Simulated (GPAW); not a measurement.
# How MoS2 absorbs and reflects light, part 2 of 2

Wanted: where MoS2 starts to absorb, how strongly, and its refractive index. The cell comes from an older database entry, whose edges can differ from later determinations, mostly by under a per cent.

GPAW 26.7.0; DFT, PBE, plane-wave PAW (GPAW data sets), scalar-relativistic, RPA, optical limit.

So far. Step 2 (Ground state): There is a gap, 0.95 eV on this mesh (points off the mesh can give less), so no carriers' term is needed.

The database entry behind the starting cell differs from later determinations by our own check (about 0.3 % long), so it need not match the best structure at ambient conditions.

### Step 4. Dielectric function, RPA (continued)

Table of Re ε by photon energy:

```csv
photon energy (eV),E ∥ x,E ∥ z
0.0,13.7,5.89
0.5,14.0,5.95
1.0,15.1,6.15
1.5,17.8,6.60
2.0,21.2,7.67
2.5,20.0,7.42
3.0,8.59,5.05
3.5,3.71,4.18
4.0,3.60,4.23
4.5,-0.528,4.00
5.0,-1.48,4.25
5.5,-2.12,4.32
6.0,-2.34,4.48
6.5,-1.98,4.34
7.0,-1.72,4.82
7.5,-1.58,4.56
8.0,-1.56,3.36
8.5,-0.0861,4.13
9.0,0.864,5.40
9.5,1.08,4.43
10.0,0.689,2.44
10.5,0.253,0.513
11.0,-0.273,0.473
11.5,-1.33,-0.302
12.0,-0.892,-1.43
12.5,-0.961,-1.31
13.0,-0.890,-1.34
13.5,-0.919,-0.859
```

The reflectivity at normal incidence has structure finer than the step of the table below, so its rows give means over 0.25 eV, whole bins alone (the curve runs from 0 to 14.0 eV). Peaks (eV: height): E ∥ x 3.018: 50.4, 11.479: 36.8, 13.339: 36.3; E ∥ z 2.394: 26.8, 7.612: 21.5, 10.519: 33.5, 13.254: 40.1.

Reflectivity at normal incidence against photon energy; means over each step:

```csv
photon energy (eV),E ∥ x (%),E ∥ z (%)
0.25,33.2,17.4
0.50,33.5,17.5
0.75,34.1,17.7
1.00,34.9,18.1
1.25,36.3,18.6
1.50,38.1,19.3
1.75,39.7,20.4
2.00,42.3,22.2
2.25,44.4,25.1
2.50,46.8,25.8
2.75,49.1,23.4
3.00,50.2,20.4
3.25,48.4,19.8
3.50,44.0,17.3
3.75,43.0,17.7
4.00,44.6,17.8
4.25,46.5,16.3
4.50,46.2,15.8
4.75,45.6,15.4
5.00,44.9,15.6
5.25,43.9,16.2
5.50,46.1,16.2
5.75,46.5,16.4
6.00,44.7,17.3
6.25,43.4,16.7
6.50,42.5,16.6
6.75,42.4,17.6
7.00,40.5,18.8
7.25,41.2,19.6
7.50,39.1,20.8
7.75,39.4,20.5
8.00,39.5,17.8
8.25,31.3,17.5
8.50,21.2,17.4
8.75,16.2,19.5
9.00,15.7,22.5
9.25,18.2,26.1
9.50,17.8,29.4
9.75,20.8,30.2
10.00,23.6,30.7
10.25,24.8,32.2
10.50,26.5,33.1
10.75,28.5,31.1
11.00,29.1,30.9
11.25,32.5,32.5
11.50,36.2,33.7
11.75,33.3,36.8
12.00,32.3,38.0
12.25,34.0,36.7
12.50,33.0,36.5
12.75,30.8,37.1
13.00,32.2,37.5
13.25,35.3,39.1
13.50,34.1,32.9
13.75,30.8,26.7
```

The loss function −Im 1/ε at q → 0 has structure finer than the step of the table below, so its rows give means over 0.5 eV, whole bins alone (the curve runs from 0 to 14.0 eV). Peaks (eV: height): E ∥ x 8.52: 0.516; E ∥ z 7.97: 0.153.

Values under the direct gap are tails of Lorentzian lines. Loss function −Im 1/ε at q → 0 against energy loss; means over each step:

```csv
energy loss (eV),E ∥ x,E ∥ z
0.5,9.9e-4,0.00107
1.0,0.00226,0.00242
1.5,0.00593,0.00469
2.0,0.0129,0.0120
2.5,0.0238,0.0549
3.0,0.0411,0.0944
3.5,0.0655,0.105
4.0,0.0678,0.108
4.5,0.0816,0.111
5.0,0.0992,0.0991
5.5,0.107,0.0995
6.0,0.134,0.102
6.5,0.159,0.101
7.0,0.188,0.0983
7.5,0.225,0.115
8.0,0.303,0.142
8.5,0.478,0.115
9.0,0.361,0.0895
9.5,0.292,0.103
10.0,0.252,0.130
10.5,0.251,0.157
11.0,0.255,0.178
11.5,0.268,0.181
12.0,0.320,0.204
12.5,0.363,0.246
13.0,0.371,0.280
13.5,0.434,0.422
```

Refractive index n and extinction k against photon energy:

```csv
photon energy (eV),"n, E ∥ x","k, E ∥ x","n, E ∥ z","k, E ∥ z"
0.0,3.71,0,2.43,0
0.5,3.75,0.0258,2.44,0.00772
1.0,3.89,0.0651,2.48,0.0182
1.5,4.22,0.203,2.57,0.0387
2.0,4.64,0.610,2.77,0.115
2.5,4.76,1.62,2.83,0.775
3.0,3.98,2.70,2.36,0.730
3.5,3.00,2.30,2.15,0.667
4.0,3.04,2.37,2.18,0.727
4.5,2.41,2.52,2.09,0.613
5.0,2.03,2.37,2.13,0.536
5.5,1.89,2.39,2.16,0.583
6.0,1.53,2.16,2.21,0.637
6.5,1.41,1.99,2.17,0.586
7.0,1.24,1.81,2.30,0.675
7.5,1.10,1.67,2.30,0.858
8.0,0.855,1.51,2.01,0.826
8.5,0.963,1.01,2.15,0.687
9.0,1.31,0.929,2.47,0.837
9.5,1.45,1.01,2.51,1.37
10.0,1.51,1.27,2.21,1.57
10.5,1.46,1.37,1.87,1.73
11.0,1.34,1.44,1.74,1.60
11.5,1.06,1.57,1.60,1.69
12.0,1.02,1.39,1.28,1.75
12.5,0.884,1.32,1.13,1.61
13.0,0.914,1.31,0.981,1.52
13.5,0.739,1.21,0.789,1.22
```

At chosen wavelengths:

```csv
wavelength (nm),n x,k x,R (%) x,1/α x,n z,k z,R (%) z,1/α z
1550,3.82,0.046,34.2,2.7 µm,2.46,0.013,17.8,9.2 µm
1064,3.97,0.088,35.7,967 nm,2.50,0.023,18.4,3.7 µm
800,4.27,0.243,38.6,262 nm,2.58,0.042,19.5,1.5 µm
532,4.77,1.202,45.1,35 nm,3.02,0.449,26.2,94 nm
450,4.59,2.242,49.4,16 nm,2.54,0.881,23.7,41 nm
308,3.02,2.410,45.0,10 nm,2.16,0.724,17.8,34 nm
193,1.42,1.993,42.1,7.7 nm,2.15,0.604,16.4,25 nm
```

Below the direct gap, k and the depth come from the tails of the Lorentzian lines, not from transitions.

Rows near the edge hang on the gap, which this functional as a rule makes too small, and phonon-assisted absorption is left out.

### Step 5. Results

| Item | Value |
| --- | --- |
| electronic dielectric constant ε∞, mean over x, y and z (by symmetry where fewer were run) (RPA) | 11.1 |
| main peak of Im epsilon, first axis | 2.94 eV |

What this shows: At this level (PBE, RPA) MoS2 has a mean ε∞ = 11.1 and n = 3.82 at 1550 nm (E ∥ x), and Im ε peaks at 2.9 eV (E ∥ x). On the mesh the gap is 0.88 eV and the least direct gap 1.64 eV, so on this mesh the band edges lie at different points. Local fields change the static value along x from 14.60 to 13.74 (-6 %). Distinct maxima of Im ε, read by a parabola through the highest points, lie at 2.94 eV (22), 4.08 eV (15) and 10.59 eV (4.1) for E ∥ x. The static values by axis are 13.74 (x), 5.89 (z). Excitons and phonon-assisted transitions are missing; PBE gaps are as a rule too small, which pulls the onset down and ε∞ up. The sum runs over mesh points, so small or evenly spaced maxima can still be ripples of the mesh. In this version of GPAW the matrix elements of the optical limit are incomplete, which can lower ε − 1 by up to a tenth where first-row anions or d states rule, and shift it by more in d metals.

[Machine, clock and banner lines and Python warnings are left out of the logs.]

[Logs are printed without paths, hosts, clocks, repeated set-up lines and the standing remarks that a program may print on its own settings, such as how far it seeks lower states.]

[Hosts, paths, dates, database ids (printed as entryN), source tags and the programs' standing remarks are cut or masked in the printed files.]
